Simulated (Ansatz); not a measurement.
# K3Cu3AsP: complex band structure, part 2 of 4

Aim: relax a made-up compound, K3Cu3AsP, and see how good a tunnel barrier it would be. It is built by putting As for part of the P in the K3Cu3P2 structure of space group R-3m, with the volume rescaled by atomic radii. The parent structure comes from the Materials Project.

Ansatz 0.2.0; PBE DFT, plane waves, PAW files (the session's first sound run).

So far. Step 2 (Cell and atoms at rest): The largest force component on a free atom ends at 0.0070 eV/Å.

The structure was built from a prototype and need not be the compound's stable phase.

## (3) Band edges

The energy window and the wavevectors of the next steps follow from the band edges, so these are searched first, off the mesh as well.

The input, input.yaml:

```yaml
crystal:
  lattice:
    - [2.9049933127, 1.6771986711, 6.7636732791]
    - [-2.9049933127, 1.6771986711, 6.7636732791]
    - [0.0, -3.3543973421, 6.7636732791]
  atoms:
    - { symbol: K, position: [0.9082703598, 0.9082703598, 0.9082703598] }
    - { symbol: K, position: [0.4988759112, 0.4988759112, 0.4988759112] }
    - { symbol: K, position: [0.0891626222, 0.0891626222, 0.0891626222] }
    - { symbol: Cu, position: [0.5049456423, -0.0047845196, 0.5049456423] }
    - { symbol: Cu, position: [0.5049456423, 0.5049456423, -0.0047845196] }
    - { symbol: Cu, position: [-0.0047845196, 0.5049456423, 0.5049456423] }
    - { symbol: As, position: [0.254488279, 0.254488279, 0.254488279] }
    - { symbol: P, position: [0.7440960627, 0.7440960627, 0.7440960627] }
kpoints:
  mp_grid: { grid: [6, 6, 6] }
  band_path: { path: [VBM, CBM], npoints: 30 }
scf:
  occupations: { method: fixed }
hamiltonian:
  xc: pbe
output:
  eigenvalues: true
  write_potential: true
  write_density: true
  volumetric_format: npy
  elf: true
```

Started as:

```console
> ansatz run input.yaml --threads 2 --pin off --max-ram 4096MiB --backend cpu --events-out ev --progress --plain --runs-dir out
```

Numbers of over 12 decimals in the logs are rounded to 6 here.

The program printed:

```text
[...]
Crystal: 8 atoms, lattice volume = 197.726 Å³
Basis set: ecut = 420 eV, 3845 PW (Γ)
Bands: 63, of which v1, the nominal top of the filled ones, is band 52 counted from 1 (51 counted from 0)
Symmetry: 6 space group operations
[...]
k-points: 32 of 216 (time reversal used)
[...]
SCF iter   1: F=—  HF=-30103.338622 eV  |F-HF|=—  |Δ(HF+E_count)|=         —  Δρ=1.90e-3  dr2=5.16e-3  ethr=1.77e-3  ⟨swp⟩=5.4  Hψ=6630  notcnv=0  defer=270
[...]
SCF iter   8: F=-30103.336263 eV  HF=-30103.336263 eV  |F-HF|=1.41e-8  |Δ(HF+E_count)|=   1.45e-8  Δρ=2.92e-6  dr2=2.77e-8  ethr=9.62e-11  ⟨swp⟩=11.7  Hψ=10977  notcnv=0
SCF 1 converged in 8 iterations: F = -30103.336263 eV  dr2 = 2.77e-8
[...]
NSCF: frozen V_eff on 32 k-points
[...]
SCF converged after 8 iterations
Free energy (F): -30103.336263 eV
[...]
Internal energy: -30103.336263 eV  (E = F + TS)
E sigma→0 (E₀):  -30103.336263 eV
Fermi energy:    6.571232 eV
[...]
--- Band table (eV; the first three rows and the last of 32) ---
  k-point 0: bands = [... 48 lower, 5.3433, 5.4321, 6.4653, 6.4653, 8.2612, 8.3302, 8.8351, 8.8351, ... 7 higher]
  k-point 1: bands = [... 48 lower, 5.4604, 5.6436, 6.3076, 6.3834, 8.5065, 8.7722, 8.8778, 9.1353, ... 7 higher]
  k-point 2: bands = [... 48 lower, 5.5840, 5.8892, 6.1100, 6.2420, 8.4935, 9.6366, 9.7825, 9.8552, ... 7 higher]
  k-point 31: bands = [... 48 lower, 5.2176, 5.4321, 6.5712, 6.5712, 8.0035, 8.5901, 8.5901, 10.1721, ... 7 higher]
```

The job ended after 83 s (2 threads of Arm Neoverse V2, shared host; peak memory 0.7 GiB).

This step gave:

- free energy: -30103.3363 eV
- Fermi energy: 6.571 eV
- gap on the k-mesh: 1.309 eV
- gap on path: 1.309 eV, by band count; negative where bands overlap
- direct gap on path: 1.321 eV
- edge places on path: 0, 0.6433 1/A along the path

The electronic bands at the labelled points (eV, zero at the Fermi level (highest filled level under fixed occupations); v1 is the highest filled band, c1 the lowest empty one):

```
  point     v4     v3     v2     v1    c1    c2    c3    c4
    VBM  -1.35  -1.14   0.00   0.00  1.43  2.02  2.02  3.60
halfway  -0.84  -0.72  -0.18  -0.17  1.59  2.52  2.56  3.00
    CBM  -0.50  -0.44  -0.41  -0.01  1.31  2.50  2.80  2.83
```

Valence density in the ac plane of the conventional cell at fractional y = 0.000, with atoms of K and Cu and As and P within 0.2 Å of it. It is the smooth field of the valence electrons, not physical close to the nuclei.

Ten steps, logarithmic in the rise over the least value, from '_' (0 e/Å³) to '@' (24 e/Å³), each cell a mean:
```
..________..==%%@@**::__________
++==::________....________..==++
++++::____________________..==++
....__________________________..
....________________________....
%%**::..________________..::==##
%%**::....______________..::==##
......::::..________..::::......
____........________........____
________________________________
....__________________________..
++++--____________________::==++
++==::____________________..--++
________________________________
________________________________
__....::::..________..::::....__
::::::::::..________....::::::::
..::::..________________..::::::
::::....__________________..::::
..______________________________
::::________________________..::
**++--..__________________::==++
==--::________......______..--==
__________..++@@@@##::__________
```
Columns run along a (5.8 Å), rows up along c (20.3 Å), edges of the conventional cell, whose origin can differ from the input's. Atoms in or near the plane, at fractional coordinates: K at (0.00, 0.09), K at (0.00, 0.50), K at (0.00, 0.91), Cu at (0.50, 0.00), As at (0.00, 0.75), P at (0.00, 0.26).

ELF in the ac plane of the conventional cell at fractional y = 0.000, with atoms of K and Cu and As and P within 0.2 Å of it. It is the smooth field of the valence electrons, not physical close to the nuclei.

Values, 24 rows by 16 columns, each cell a mean:
```
0.30 0.20 0.08 0.08 0.17 0.19 0.22 0.37 0.44 0.27 0.19 0.19 0.12 0.06 0.14 0.27
0.79 0.83 0.63 0.17 0.07 0.21 0.29 0.30 0.30 0.30 0.26 0.12 0.07 0.43 0.78 0.81
0.77 0.84 0.71 0.24 0.03 0.13 0.28 0.34 0.35 0.32 0.20 0.06 0.09 0.52 0.82 0.81
0.33 0.27 0.15 0.06 0.03 0.03 0.04 0.04 0.04 0.04 0.04 0.03 0.04 0.10 0.22 0.31
0.66 0.65 0.62 0.51 0.27 0.07 0.02 0.01 0.01 0.01 0.04 0.16 0.42 0.59 0.65 0.66
0.40 0.55 0.70 0.71 0.53 0.21 0.05 0.02 0.02 0.03 0.11 0.38 0.66 0.71 0.64 0.45
0.32 0.46 0.61 0.57 0.39 0.24 0.14 0.08 0.07 0.10 0.19 0.32 0.50 0.61 0.55 0.35
0.45 0.42 0.30 0.20 0.18 0.18 0.20 0.20 0.19 0.20 0.19 0.18 0.19 0.25 0.37 0.44
0.22 0.20 0.18 0.18 0.19 0.19 0.21 0.23 0.24 0.22 0.19 0.19 0.18 0.18 0.19 0.21
0.10 0.11 0.14 0.18 0.21 0.22 0.22 0.20 0.20 0.21 0.22 0.21 0.19 0.16 0.12 0.10
0.42 0.33 0.16 0.05 0.08 0.13 0.13 0.12 0.12 0.13 0.14 0.11 0.05 0.09 0.25 0.40
0.75 0.84 0.75 0.31 0.03 0.03 0.06 0.06 0.06 0.06 0.04 0.02 0.13 0.59 0.84 0.80
0.79 0.81 0.64 0.22 0.03 0.05 0.08 0.09 0.09 0.09 0.07 0.03 0.09 0.46 0.76 0.81
0.23 0.16 0.08 0.07 0.13 0.18 0.17 0.15 0.15 0.16 0.18 0.16 0.09 0.06 0.12 0.21
0.13 0.14 0.17 0.19 0.21 0.23 0.25 0.24 0.24 0.25 0.24 0.22 0.20 0.18 0.15 0.13
0.24 0.21 0.17 0.18 0.19 0.19 0.20 0.23 0.24 0.22 0.19 0.19 0.18 0.17 0.19 0.23
0.55 0.53 0.37 0.23 0.19 0.19 0.19 0.18 0.17 0.19 0.19 0.19 0.21 0.30 0.47 0.55
0.13 0.46 0.77 0.66 0.42 0.23 0.11 0.06 0.05 0.08 0.17 0.33 0.56 0.75 0.67 0.22
0.61 0.77 0.84 0.74 0.47 0.16 0.03 0.01 0.01 0.02 0.08 0.32 0.65 0.81 0.83 0.66
0.55 0.52 0.47 0.35 0.15 0.04 0.02 0.01 0.01 0.01 0.02 0.09 0.26 0.42 0.50 0.54
0.51 0.44 0.26 0.06 0.02 0.05 0.09 0.10 0.10 0.09 0.07 0.03 0.03 0.15 0.37 0.49
0.73 0.85 0.77 0.28 0.04 0.18 0.37 0.44 0.45 0.41 0.27 0.07 0.10 0.59 0.85 0.79
0.79 0.74 0.48 0.11 0.09 0.22 0.28 0.28 0.28 0.28 0.26 0.15 0.06 0.29 0.66 0.79
0.12 0.07 0.04 0.10 0.19 0.19 0.23 0.44 0.52 0.30 0.19 0.20 0.15 0.06 0.05 0.11
```
Columns run along a (5.8 Å), rows up along c (20.3 Å), edges of the conventional cell, whose origin can differ from the input's. Atoms in or near the plane, at fractional coordinates: K at (0.00, 0.09), K at (0.00, 0.50), K at (0.00, 0.91), Cu at (0.50, 0.00), As at (0.00, 0.75), P at (0.00, 0.26).

Electrostatic potential energy in the ac plane of the conventional cell at fractional y = 0.000, with atoms of K and Cu and As and P within 0.2 Å of it. With pseudopotentials it is smooth inside the atoms' cores, unlike the true potential.

Ten even steps from '0' (-40 eV) to '9' (10 eV), each cell a mean:
```
8999985213799998
1379999999999852
1369999999999841
8999999999999998
8999999999999999
8779999999999868
8779999999999868
8998889999988898
9998889999988999
9999999999999999
8899999999999988
0268999999999741
2478999999999852
9999999999999999
9999999999999999
9998789999987899
7888889999988888
0169999999999830
3489999999999963
9999999999999999
7899999999999987
0168999999999730
3589999999999864
9999984102799999
```
Columns run along a (5.8 Å; values clipped at the 3rd and 97th percentile), rows up along c (20.3 Å), edges of the conventional cell, whose origin can differ from the input's. Atoms in or near the plane, at fractional coordinates: K at (0.00, 0.09), K at (0.00, 0.50), K at (0.00, 0.91), Cu at (0.50, 0.00), As at (0.00, 0.75), P at (0.00, 0.26).

The searched edges give 1.31 eV, as on the mesh.

[end of part 2 of 4]

[Logs are printed without paths, hosts, clocks, repeated set-up lines and the standing remarks that a program may print on its own settings, such as how far it seeks lower states.]

[Hosts, paths, dates, database ids (printed as entryN), source tags and the programs' standing remarks are cut or masked in the printed files.]
